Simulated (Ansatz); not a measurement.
# VOCl (Pmmn): Hubbard U and Hund's J by constrained RPA, part 2 of 2

Wanted: the parameters of a Hubbard-Kanamori model for VOCl (Pmmn).

Ansatz 0.2.0; non-magnetic LDA, then constrained RPA, plane waves, PAW.

So far: Starting point; LDA bands and orbital weights.

**3. Constrained RPA: V d, bands v2 to c8, 6×4×2 mesh, medium accuracy**

Constrained RPA screens the interaction with every transition except those inside the target bands, which a later many-body model would treat itself.

This step: constrained RPA on LDA, plane waves, PAW.

The input, input.yaml:

```yaml
crystal:
  lattice:
    - [0.0, 0.0, 3.3]
    - [0.0, -3.78, 0.0]
    - [7.91, 0.0, 0.0]
  atoms:
    - { symbol: V, position: [0.0, 0.5, 0.1148] }
    - { symbol: V, position: [0.5, 0.0, 0.8852] }
    - { symbol: Cl, position: [0.5, 0.5, 0.3279] }
    - { symbol: Cl, position: [0.0, 0.0, 0.6721] }
    - { symbol: O, position: [0.5, 0.5, 0.9542] }
    - { symbol: O, position: [0.0, 0.0, 0.0458] }
kpoints:
  mp_grid: { grid: [8, 6, 4] }
hamiltonian:
  xc: lda
scf:
  occupations: { method: gaussian, width: 0.08 }
  n_extra_bands: 24
  max_iter: 150
  lower_state_search: "off"
output:
  crpa:
    kmesh: [6, 4, 2]
    target_bands: [v2, c8]
    projections: [{ species: V, l: d, shell: 3 }]
  local_orbitals:
    kmesh: [12, 8, 4]
    orbitals: [{ species: V, l: d, shell: 3 }]
    window: { bands: [v2, c8] }
    seedname: lo
```

Command:

```bash
> ansatz run input.yaml --threads 4 --pin off --max-ram 9216MiB --backend cpu --events-out ev --progress --plain --runs-dir out
```

Numbers of over 12 decimals in the logs are rounded to 6 here.

The program printed:

```text
[...]
Crystal: 6 atoms, lattice volume = 98.669 Å³
Basis set: ecut = 420 eV, 1957 PW (Γ)
Bands: 50, of which v1, the nominal top of the filled ones, is band 26 counted from 1 (25 counted from 0)
Symmetry: 8 space group operations
[...]
k-points: 60 of 192
[...]
SCF iter   1: F=—  HF=-8924.240679 eV  |F-HF|=—  |Δ(HF+E_count)|=         —  Δρ=1.23e-2  dr2=1.24e-1  ethr=1.77e-3  ⟨swp⟩=5.5  Hψ=12841  notcnv=0  defer=435
[...]
SCF iter   8: F=-8924.208325 eV  HF=-8924.208325 eV  |F-HF|=1.92e-8  |Δ(HF+E_count)|=   2.29e-7  Δρ=6.79e-6  dr2=4.35e-8  ethr=1.92e-10  ⟨swp⟩=9.4  Hψ=14354  notcnv=0
SCF 1 converged in 8 iterations: F = -8924.208325 eV  dr2 = 4.35e-8
[...]
NSCF: frozen V_eff on 109 k-points
[...]
cRPA screening: q 1/48
cRPA screening: q 2/48
cRPA screening: q 3/48
cRPA screening: q 5/48 (q-point 4)
cRPA screening: q 7/48 (q-point 5)
cRPA screening: q 8/48 (q-point 6)
cRPA screening: q 9/48
cRPA screening: q 11/48 (q-point 10)
cRPA screening: q 13/48 (q-point 11)
cRPA screening: q 15/48 (q-point 12)
cRPA screening: q 17/48 (q-point 13)
cRPA screening: q 19/48 (q-point 14)
cRPA screening: q 21/48 (q-point 15)
cRPA screening: q 23/48 (q-point 16)
cRPA screening: q 25/48 (q-point 17)
cRPA screening: q 27/48 (q-point 18)
cRPA screening: q 29/48 (q-point 19)
cRPA screening: q 31/48 (q-point 20)
cRPA screening: q 33/48 (q-point 21)
cRPA screening: q 35/48 (q-point 22)
cRPA screening: q 37/48 (q-point 23)
cRPA screening: q 39/48 (q-point 24)
cRPA screening: q 41/48 (q-point 25)
cRPA screening: q 42/48 (q-point 26)
cRPA screening: q 43/48 (q-point 27)
cRPA screening: q 45/48 (q-point 28)
cRPA screening: q 47/48 (q-point 29)
cRPA screening: q 48/48 (q-point 30)
SCF converged after 8 iterations
Free energy (F): -8924.208325 eV
[...]
Internal energy: -8924.179551 eV  (E = F + TS)
E sigma→0 (E₀):  -8924.193938 eV
Entropy (-TS):   -0.028774 eV (-4.796 meV/atom)
Fermi energy:    7.603254 eV
[...]
--- Band table (eV; the first three rows and the last of 60) ---
  k-point 0: bands = [... 22 lower, 4.0257, 4.3833, 6.7598, 7.2527, 7.2782, 7.6963, 8.4941, 8.8303, ... 20 higher]
  k-point 1: bands = [... 22 lower, 3.9963, 4.3317, 6.7599, 7.2619, 7.2873, 7.6961, 8.4566, 8.8669, ... 20 higher]
  k-point 2: bands = [... 22 lower, 3.9951, 4.2668, 6.7600, 7.2706, 7.2961, 7.6960, 8.4247, 8.8976, ... 20 higher]
  k-point 59: bands = [... 22 lower, 3.6277, 3.6277, 7.4119, 7.4119, 7.7939, 7.7939, 8.1880, 8.1880, ... 20 higher]
--- cRPA (band scheme, projected local orbitals): target bands 25..34 (1-based), 10 Wannier function(s), 6×4×2 mesh, 68 bands' worth read of 73 solved, ecut_chi 136.0 eV, v(q+G=0) probe_charge, pair densities all_electron ---
  χ-basis size per q: N_G = 344..378
  window electrons = 4.0000, filled by tetrahedron_uncorrected; constrained ε̄⁻¹(q = 0, 0) head = 0.256138; min gauge Gram eig = 0.6060
  Kanamori averages over each shell's own Wannier functions (sites counted from 0, functions from 1):
  Each shell's averages of U are screened by what lies outside the whole window alone: parameters of one model of all the shells.
    Site 0, 3D, 5 of 5 d orbitals (Wannier functions 1, 2, 3, 4, 5; wannier90's mr 1, 2, 3, 4, 5):
      screened: U = 4.2033 eV, U' = 3.3498 eV, J = 0.4198 eV
      screened, to within: U = 6.3e-3 eV, U' = 6.3e-3 eV, J = 5.7e-4 eV
      bare: V = 16.4625 eV, V' = 15.3413 eV, J = 0.5474 eV
[...]
screened: U = 4.2033 eV, U' = 3.3498 eV, J = 0.4198 eV
      screened, to within: U = 6.3e-3 eV, U' = 6.3e-3 eV, J = 5.7e-4 eV
      bare: V = 16.4625 eV, V' = 15.3413 eV, J = 0.5474 eV
  Hermiticity witness max|P − P†| over intra, direct and exchange elements: 1.60e-14 eV (screened), 4.31e-17 eV (bare)
  Reality witness max|Im| over intra, direct and exchange elements: 1.12e-8 eV (screened), 3.93e-12 eV (bare)
```

The job ended after 15 min (4 threads of Arm Neoverse V1, shared host; peak memory 0.84 GiB; 59 min of CPU time).

Numbers from this step:

```yaml
u: 4.203 eV
u_prime_inter_orbital: 3.350 eV
j: 0.4198 eV
bare_v: 16.46 eV
bare_j: 0.5474 eV
stated_bound_on_u: 0.006246 eV
u_over_bare_v: 0.2553
electrons_in_the_window: 4.000
head_of_the_constrained_inverse_dielectric_matrix: 0.2561
least_eigenvalue_of_the_projection_s_overlap: 0.6060
target_functions: 10
bands_in_the_sums: 68
r_m_s_miss_of_the_model_bands: 9.45e-5 eV
width_of_the_target_bands: 3.615 eV
weight_of_the_projected_orbitals_in_the_window: 0.8078
```

On the V d shell, screening brings the on-site interaction from 16.5 eV down to U = 4.20 eV.

Kanamori averages over each shell's functions. Crpa shells, by row:

| site | element | shell | orbitals | U (eV) | U' (eV) | J (eV) | bare V (eV) | bare V' (eV) | bare J (eV) | bound on U (eV) |
| --- | --- | --- | --- | --- | --- | --- | --- | --- | --- | --- |
| 1 | V | 3D | 5 | 4.203 | 3.35 | 0.4198 | 16.46 | 15.34 | 0.5474 | 0.006246 |
| 2 | V | 3D | 5 | 4.203 | 3.35 | 0.4198 | 16.46 | 15.34 | 0.5474 | 0.006246 |

Projected local orbitals of the target window. Electronic bands along the path, in eV, zero at the Fermi level; # counts the bands kept:

| point | #1 | #2 | #3 | #4 | #5 | #6 |
| --- | --- | --- | --- | --- | --- | --- |
| Γ | -0.84 | -0.35 | -0.33 | 0.09 | 0.89 | 1.23 |
| halfway | -0.50 | 0.05 | 0.10 | 0.15 | 0.71 | 1.00 |
| X | -0.06 | -0.06 | 0.18 | 0.18 | 0.58 | 0.58 |
| halfway | -0.15 | -0.15 | 0.12 | 0.12 | 0.36 | 0.36 |
| S | -0.17 | -0.17 | 0.17 | 0.17 | 0.64 | 0.64 |
| halfway | -0.16 | -0.16 | 0.22 | 0.22 | 0.48 | 0.48 |
| Y | -0.51 | -0.51 | 0.30 | 0.30 | 0.54 | 0.54 |
| halfway | -0.41 | -0.27 | -0.18 | 0.21 | 0.34 | 0.52 |
| Γ | -0.84 | -0.35 | -0.33 | 0.09 | 0.89 | 1.23 |
| halfway | -0.84 | -0.34 | -0.32 | 0.09 | 0.85 | 1.26 |
| Z | -0.84 | -0.33 | -0.31 | 0.09 | 0.82 | 1.29 |
| halfway | -0.53 | 0.04 | 0.08 | 0.20 | 0.70 | 1.01 |
| U | -0.07 | -0.07 | 0.17 | 0.17 | 0.58 | 0.58 |
| halfway | -0.15 | -0.15 | 0.12 | 0.12 | 0.32 | 0.32 |
| R | -0.19 | -0.19 | 0.19 | 0.19 | 0.58 | 0.58 |
| halfway | -0.18 | -0.18 | 0.38 | 0.38 | 0.48 | 0.48 |
| T | -0.53 | -0.53 | 0.29 | 0.29 | 0.49 | 0.49 |
| halfway | -0.41 | -0.26 | -0.19 | 0.21 | 0.24 | 0.59 |
| Z | -0.84 | -0.33 | -0.31 | 0.09 | 0.82 | 1.29 |
| jump to X | -0.06 | -0.06 | 0.18 | 0.18 | 0.58 | 0.58 |
| halfway | -0.06 | -0.06 | 0.17 | 0.17 | 0.58 | 0.58 |
| U | -0.07 | -0.07 | 0.17 | 0.17 | 0.58 | 0.58 |
| jump to Y | -0.51 | -0.51 | 0.30 | 0.30 | 0.54 | 0.54 |
| halfway | -0.52 | -0.52 | 0.30 | 0.30 | 0.52 | 0.52 |
| T | -0.53 | -0.53 | 0.29 | 0.29 | 0.49 | 0.49 |
| jump to S | -0.17 | -0.17 | 0.17 | 0.17 | 0.64 | 0.64 |

The same for Kohn-Sham, solved directly:

| point | #1 | #2 | #3 | #4 | #5 | #6 |
| --- | --- | --- | --- | --- | --- | --- |
| Γ | -0.84 | -0.35 | -0.33 | 0.09 | 0.89 | 1.23 |
| X | -0.06 | -0.06 | 0.18 | 0.18 | 0.58 | 0.58 |
| S | -0.17 | -0.17 | 0.17 | 0.17 | 0.64 | 0.64 |
| Y | -0.51 | -0.51 | 0.30 | 0.30 | 0.54 | 0.54 |
| Γ | -0.84 | -0.35 | -0.33 | 0.09 | 0.89 | 1.23 |
| Z | -0.84 | -0.33 | -0.31 | 0.09 | 0.82 | 1.29 |
| U | -0.07 | -0.07 | 0.17 | 0.17 | 0.58 | 0.58 |
| R | -0.19 | -0.19 | 0.19 | 0.19 | 0.58 | 0.58 |
| T | -0.53 | -0.53 | 0.29 | 0.29 | 0.49 | 0.49 |
| Z | -0.84 | -0.33 | -0.31 | 0.09 | 0.82 | 1.29 |
| X | -0.06 | -0.06 | 0.18 | 0.18 | 0.58 | 0.58 |
| U | -0.07 | -0.07 | 0.17 | 0.17 | 0.58 | 0.58 |
| Y | -0.51 | -0.51 | 0.30 | 0.30 | 0.54 | 0.54 |
| T | -0.53 | -0.53 | 0.29 | 0.29 | 0.49 | 0.49 |

The first set of electronic bands as a text plot (rows in eV, shown from -0.8 to 2.0 only):

```
    2.0 |**  **          *  *****     *           * * *
    1.8 |*       ****   *     * *****       ***      ****      **
    1.7 | *   ***    ***       *   *      **   * *      **
    1.6 |*    *                 ******** *      *         **
    1.5 | ****                      *   *
    1.4 |  **                          *
    1.2 |*                      **** **
    1.1 | **                   *    *
    1.0 |                            *                  *
    0.9 |** *                   **
    0.8 |  * *                **  *** *                *
    0.7 |   ***     **       *       ***             *  *      *
    0.5 |     **   *  ******* *        **    ******** *  ****** *
    0.4 |         *        * *           * **   **  *  *
    0.3 |    *  **      *****         **  *    *  *****     ***
    0.2 |   ****  ******   * **      * *** ****       ******   **
    0.1 |*****  **             *********  *          *
   -0.1 |     ****          *       *   ***              ***
   -0.2 | *       ******           *   *   *******    **       **
   -0.3 |*   *          *   *******   *               ***
   -0.4 |   *            * ***                    *  **
   -0.5 |  *              **  *      *             **  *    ***
   -0.7 |                           *                   *
   -0.8 |**                    *****
         Γ     X    S     Y    Γ  Z     U    R      T   Z|U|YT|SR
```

Onsite levels, by row:

| orbital | level less Fermi level (eV) |
| --- | --- |
| V1 dz2 | 0.7655 |
| V1 dxz | 1.722 |
| V1 dyz | 0.1502 |
| V1 dx2-y2 | 1.461 |
| V1 dxy | 0.4613 |
| V2 dz2 | 0.7655 |
| V2 dxz | 1.722 |
| V2 dyz | 0.1502 |
| V2 dx2-y2 | 1.461 |
| V2 dxy | 0.4613 |

Largest distinct elements between sites. Hoppings, by row:

| from | to | cell | distance (Å) | t (eV) |
| --- | --- | --- | --- | --- |
| V1 dx2-y2 | V1 dxy | 0 1 0 | 3.78 | -0.2854 |
| V2 dx2-y2 | V2 dx2-y2 | 1 0 0 | 3.3 | -0.2491 |
| V1 dyz | V1 dyz | 0 -1 0 | 3.78 | -0.1881 |
| V2 dxy | V2 dz2 | 0 -1 0 | 3.78 | 0.1826 |
| V1 dxy | V1 dxy | 0 -1 0 | 3.78 | 0.1613 |
| V1 dxz | V2 dyz | 0 0 -1 | 3.097 | -0.1573 |
| V1 dz2 | V1 dz2 | 0 -1 0 | 3.78 | -0.1464 |
| V2 dxy | V2 dxy | -1 0 0 | 3.3 | 0.1296 |
| V2 dxz | V2 dx2-y2 | -1 0 0 | 3.3 | 0.1258 |
| V2 dz2 | V2 dx2-y2 | 0 -1 0 | 3.78 | -0.1095 |
| V2 dx2-y2 | V2 dz2 | -1 0 0 | 3.3 | 0.1067 |
| V2 dz2 | V1 dz2 | 1 0 1 | 3.097 | 0.1053 |

**4. Outcome**

```json
{
  "V d": "U 4.20 eV, U′ 3.35 eV, J 0.42 eV, bare V 16.5 eV",
  "method": "constrained RPA on non-magnetic LDA, 6×4×2 mesh, static; search for lower states off"
}
```

**Reading.** For V d, screening cuts the on-site interaction from 16.46 eV to 4.20 eV (26 %), while J goes only from 0.55 eV to 0.42 eV: the monopole is screened far more than the multipoles. U − 2J differs from U′ by +0.01 eV, so the Kanamori relation holds well. U is 1.2 times the width of the target bands. The parent state is non-magnetic and the interaction static (zero frequency); U depends on the window and the orbitals, so it belongs to this model alone. The bands cross the Fermi level under this constraint, which need not be the crystal's state: magnetic order, correlation or a lattice distortion may open a gap.

[Paths, hosts, dates, memory and timing lines, banners, echoed tables and standing remarks are left out of the program output.]

[Logs are printed without paths, hosts, clocks, repeated set-up lines and the standing remarks that a program may print on its own settings, such as how far it seeks lower states.]

[Runs of the session that timed out or met a known fault of the program may be left out.]

[Hosts, paths, dates, database ids (printed as entryN), source tags and the programs' standing remarks are cut or masked in the printed files.]
